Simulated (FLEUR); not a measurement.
# Fixed-spin-moment curve of MnZn with FLEUR, part 2 of 2

Aim: the energy of MnZn as a function of its total spin moment.

FLEUR MaX-R8.1; LDA (VWN); all-electron FLAPW, Dirac cores, scalar-relativistic bands.

So far, magnetization (μB): step 2 (the free run) 3.05.

### 4. Moment fixed at 2.747 μB

Two Fermi energies hold the total moment; the run starts from the free run's density.

Input file inp.xml:

```
<?xml version="1.0" encoding="UTF-8" standalone="no"?>
<fleurInput fleurInputVersion="0.39">
   <comment>
      MnZn
   </comment>
   <calculationSetup>
      <cutoffs Kmax="3.6" Gmax="10.8" GmaxXC="10.8" numbands="0"/>
      <scfLoop itmax="90" minDistance="0.00002" maxIterBroyd="15" imix="Anderson" alpha="0.05" precondParam="0.0" spinf="2.0" sdNocoIR="T"/>
      <coreElectrons ctail="T" frcor="F" kcrel="0" coretail_lmax="0"/>
      <xcFunctional name="vwn" relativisticCorrections="F"/>
      <magnetism jspins="2" fixed_moment="2.747"/>
      <soc l_soc="F" theta="0.0" phi="0.0" spav="F"/>
      <expertModes spex="0" secvar="F"/>
      <geometryOptimization l_f="F" forcealpha="1.0" forcemix="BFGS" epsdisp="0.00001" epsforce="0.00001"/>
      <ldaU l_linMix="F" mixParam="0.05" spinf="1.0"/>
   </calculationSetup>
   <cell>
      <bzIntegration valenceElectrons="27.0" mode="hist" fermiSmearingEnergy="0.00110248">
         <kPointListSelection listName="default-1"/>
         <xi:include xmlns:xi="http://www.w3.org/2001/XInclude" href="kpts.xml"> </xi:include>
      </bzIntegration>
      <xi:include xmlns:xi="http://www.w3.org/2001/XInclude" href="sym.xml"> </xi:include>
      <bulkLattice scale="1.0">
         <bravaisMatrix>
            <row-1>    5.8014592025219995     0.0000000000000000     0.0000000000000000</row-1>
            <row-2>    0.0000000000000000     5.8014592025219995     0.0000000000000000</row-2>
            <row-3>    0.0000000000000000     0.0000000000000000     5.8014592025219995</row-3>
         </bravaisMatrix>
      </bulkLattice>
   </cell>
   <atomSpecies>
      <species name="Manganese 3.500" element="Mn" atomicNumber="25">
         <mtSphere radius="2.45" gridPoints="811" logIncrement="0.015"/>
         <atomicCutoffs lmax="10" lnonsphr="8"/>
         <electronConfig flipSpins="F">
            <coreConfig>(1s1/2) (2s1/2) (2p1/2) (2p3/2)</coreConfig>
            <valenceConfig>(3s1/2) (3p1/2) (3p3/2) (4s1/2) (3d3/2) (3d5/2)</valenceConfig>
            <stateOccupation state="(3d3/2)" spinUp="1.25" spinDown="0.75"/>
            <stateOccupation state="(3d5/2)" spinUp="3.0" spinDown="0.0"/>
         </electronConfig>
         <energyParameters s="4" p="4" d="3" f="4"/>
         <lo type="SCLO" l="0" n="3" eDeriv="0"/>
         <lo type="SCLO" l="1" n="3" eDeriv="0"/>
      </species>
      <species name="Zinc (Zn)" element="Zn" atomicNumber="30">
         <mtSphere radius="2.45" gridPoints="811" logIncrement="0.015"/>
         <atomicCutoffs lmax="10" lnonsphr="8"/>
         <electronConfig flipSpins="F">
            <coreConfig>(1s1/2) (2s1/2) (2p1/2) (2p3/2) (3s1/2) (3p1/2) (3p3/2)</coreConfig>
            <valenceConfig>(4s1/2) (3d3/2) (3d5/2)</valenceConfig>
         </electronConfig>
         <energyParameters s="4" p="4" d="3" f="4"/>
      </species>
   </atomSpecies>
   <atomGroups>
      <atomGroup species="Manganese 3.500">
         <relPos label="                   1">.0000000000 .0000000000 .0000000000</relPos>
         <force calculate="T" relaxXYZ="TTT"/>
      </atomGroup>
      <atomGroup species="Zinc (Zn)">
         <relPos label="                   2">1.000/2.000 1.000/2.000 1.000/2.000</relPos>
         <force calculate="T" relaxXYZ="TTT"/>
      </atomGroup>
   </atomGroups>
   <output dos="F" band="F" slice="F">
      <bandDOS minEnergy="-.5*Htr" maxEnergy="0.5*Htr" sigma="0.015" storeEVData="T"/>
      <plotting iplot="0" polar="F">
         <plot TwoD="T" vec1="  1.0  0.0  0.0" vec2="  0.0  1.0  0.0" vec3="  0.0  0.0  1.0" zero="  0.0  0.0  0.0" file="plot"/>
      </plotting>
      <moessbauerParams electricFieldGradient="F" isomerShift="F" coreHyperfine="F" valenceHyperfine="F"/>
   </output>
</fleurInput>
```

Started as:

```
> OMP_NUM_THREADS=1 mpirun -n 4 fleur_MPI > fleur.log
```

What it wrote:

```text
[banner, memory and clock lines left out]
Welcome to FLEUR        (www.flapw.de)
      MaX-Release 8.1          (www.max-centre.eu)

 ========== k-point set info ==========
 Selected k-point list: default-1
 k-point list type: mesh
 10 x 10 x 10
 Number of k points: 56

 [... set-up left out ...]
 Iteration:     1   Distance:       5.03357252 me/bohr^3
 Iteration:     2   Distance:       4.80036695 me/bohr^3
 Iteration:     3   Distance:       1.07942734 me/bohr^3
 Iteration:     4   Distance:       0.31710719 me/bohr^3
 Iteration:     5   Distance:       0.26368572 me/bohr^3
 Iteration:     6   Distance:       0.14828949 me/bohr^3
 Iteration:     7   Distance:       0.03098532 me/bohr^3
 Iteration:     8   Distance:       0.02994630 me/bohr^3
 Iteration:     9   Distance:       0.00989352 me/bohr^3
 Iteration:    10   Distance:       0.00252416 me/bohr^3
 Iteration:    11   Distance:       0.00167099 me/bohr^3
 Iteration:    12   Distance:       0.00021685 me/bohr^3
 Iteration:    13   Distance:       0.00020513 me/bohr^3
 Iteration:    14   Distance:       0.00001408 me/bohr^3

 ********************************************************************
 Run finished successfully
 Stop message:
   all done
 ********************************************************************

--- out.xml (last complete iteration) ---
<iteration numberForCurrentRun="   14" overallNumber="   37">
         [... left out ...]
         <bandgap value="0.0629115096" units="eV"/>
         <sumValenceSingleParticleEnergies value="-6.3059818833" units="Htr"/>
         <bandgap value="0.0107207965" units="eV"/>
         <sumValenceSingleParticleEnergies value="-12.6356790483" units="Htr"/>
         <FermiEnergy value="0.2643401934" units="Htr"/>
         <FixedTotalMoment fermiEnergyUp="0.2495938475" fermiEnergyDown="0.2643401934" units="Htr"/>
         [... left out ...]
         <magneticMomentsInMTSpheres units="muBohr">
            <globalMagMoment atomType="1" vec="0.00000   0.00000   2.82405"/>
            <globalMagMoment atomType="2" vec="0.00000   0.00000  -0.07597"/>
         </magneticMomentsInMTSpheres>
         [... left out ...]
         <totalEnergy value="    -2949.9945187605" units="Htr">
            <sumOfEigenvalues value="    -1697.8415602275">
               <coreElectrons value="-1685.2058811793"/>
               <valenceElectrons value="-12.6356790483"/>
            </sumOfEigenvalues>
         [... left out ...]
            <freeEnergy value="-2949.9946624133"/>
            <extrapolationTo0K value="-2949.9945905869"/>
         </totalEnergy>
         <densityConvergence units="me/bohr^3">
            <chargeDensity spin="1" distance="0.0000045552"/>
            <chargeDensity spin="2" distance="0.0000104352"/>
            <overallChargeDensity distance="0.0000140820"/>
            <spinDensity distance="0.0000078091"/>
         </densityConvergence>
      </iteration>
```

Run time: 8.3 s. Hardware: 4 MPI ranks of Arm Neoverse V1, shared host; peak memory 0.2 GiB; 33 s of CPU time.

Read from the output:

| Quantity | Value |
| --- | --- |
| magnetization | 2.747 μB |

Its energy lies +30.6 meV a cell from the free run's.

### 5. Moment fixed at 3.434 μB

inp.xml: that of step 4 with these lines changed.

```diff
@@ -10,3 +10,3 @@
       <xcFunctional name="vwn" relativisticCorrections="F"/>
-      <magnetism jspins="2" fixed_moment="2.747"/>
+      <magnetism jspins="2" fixed_moment="3.434"/>
       <soc l_soc="F" theta="0.0" phi="0.0" spav="F"/>
```

What it wrote:

```text
[banner, memory and clock lines left out]
Welcome to FLEUR        (www.flapw.de)
      MaX-Release 8.1          (www.max-centre.eu)

 ========== k-point set info ==========
 Selected k-point list: default-1
 k-point list type: mesh
 10 x 10 x 10
 Number of k points: 56

 [... set-up left out ...]
 Iteration:     1   Distance:       5.63114020 me/bohr^3
 Iteration:     2   Distance:       5.38598890 me/bohr^3
 Iteration:     3   Distance:       0.46591025 me/bohr^3
 Iteration:     4   Distance:       0.33817442 me/bohr^3
 Iteration:     5   Distance:       0.26059736 me/bohr^3
[...]
<sumOfEigenvalues value="    -1697.7032551080">
               <coreElectrons value="-1685.0992396201"/>
               <valenceElectrons value="-12.6040154879"/>
            </sumOfEigenvalues>
         [... left out ...]
            <freeEnergy value="-2949.9943160950"/>
            <extrapolationTo0K value="-2949.9941892288"/>
         </totalEnergy>
         <densityConvergence units="me/bohr^3">
            <chargeDensity spin="1" distance="0.0000077520"/>
            <chargeDensity spin="2" distance="0.0000118769"/>
            <overallChargeDensity distance="0.0000149366"/>
            <spinDensity distance="0.0000133868"/>
         </densityConvergence>
      </iteration>
```

The job ended after 8.3 s (4 MPI ranks; peak memory 0.2 GiB).

This step gave:

```yaml
magnetization: 3.434 μB
```

Its energy lies +40.1 meV a cell from the free run's.

### 6. Moment fixed at 2.061 μB

inp.xml: that of step 5 with these lines changed.

```diff
@@ -10,3 +10,3 @@
       <xcFunctional name="vwn" relativisticCorrections="F"/>
-      <magnetism jspins="2" fixed_moment="3.434"/>
+      <magnetism jspins="2" fixed_moment="2.061"/>
       <soc l_soc="F" theta="0.0" phi="0.0" spav="F"/>
```

What it wrote:

```text
[banner, memory and clock lines left out]
Welcome to FLEUR        (www.flapw.de)
      MaX-Release 8.1          (www.max-centre.eu)

 ========== k-point set info ==========
 Selected k-point list: default-1
 k-point list type: mesh
 10 x 10 x 10
 Number of k points: 56

 [... set-up left out ...]
 Iteration:     1   Distance:      16.03046838 me/bohr^3
 Iteration:     2   Distance:      15.30429979 me/bohr^3
 Iteration:     3   Distance:       3.01730233 me/bohr^3
 Iteration:     4   Distance:       1.12357964 me/bohr^3
 Iteration:     5   Distance:       1.22236616 me/bohr^3
[...]
<sumOfEigenvalues value="    -1697.9692078211">
               <coreElectrons value="-1685.3039272022"/>
               <valenceElectrons value="-12.6652806189"/>
            </sumOfEigenvalues>
         [... left out ...]
            <freeEnergy value="-2949.9861147975"/>
            <extrapolationTo0K value="-2949.9859878381"/>
         </totalEnergy>
         <densityConvergence units="me/bohr^3">
            <chargeDensity spin="1" distance="0.0000042319"/>
            <chargeDensity spin="2" distance="0.0000043782"/>
            <overallChargeDensity distance="0.0000059274"/>
            <spinDensity distance="0.0000062466"/>
         </densityConvergence>
      </iteration>
```

Wall time 11 s (4 MPI ranks); peak memory 0.2 GiB.

Numbers from this step:

| Quantity | Value |
| --- | --- |
| magnetization | 2.061 μB |

Its energy lies +263.2 meV a cell from the free run's.

### 7. The curve

The other moments were run in the same way.

The energy over the lowest by total spin moment:

```csv
total spin moment (μB a cell),energy over the lowest (meV a cell)
0.00,806
0.69,741
1.37,543
2.06,263
2.75,30.6
3.05,0
3.43,40.1
4.12,283
```

Table of moment, largest sphere moment by total spin moment:

```
total spin moment (μB a cell)  moment, largest sphere moment (μB)
                         0.00                                   0
                         0.69                               0.741
                         1.37                                1.48
                         2.06                                2.17
                         2.75                                2.82
                         3.05                                3.10
                         3.43                                3.42
                         4.12                                3.89
```

### 8. What came out

| Property | Result |
| --- | --- |
| moment of the free run | 3.05 μB a cell |
| moment of the lowest point | 3.05 μB a cell |
| energy of the spinless run | 806 meV a cell over the lowest |

The lowest point lies 806 meV a cell under the spinless run, in free energy at a smearing of 0.03 eV. The point at zero is the spinless run. Opposed orders, which also have no total moment, were not run.

[Logs and program files are shortened in this print: banners, set-up blocks, solver, clock and traceback lines can be left out without a mark of their own.]

[Logs are printed without paths, hosts, clocks, repeated set-up lines and the standing remarks that a program may print on its own settings, such as how far it seeks lower states.]

[Hosts, paths, dates, database ids (printed as entryN), source tags and the programs' standing remarks are cut or masked in the printed files.]

[Where a cell is said to come from a database of computed structures, the database is the Materials Project.]
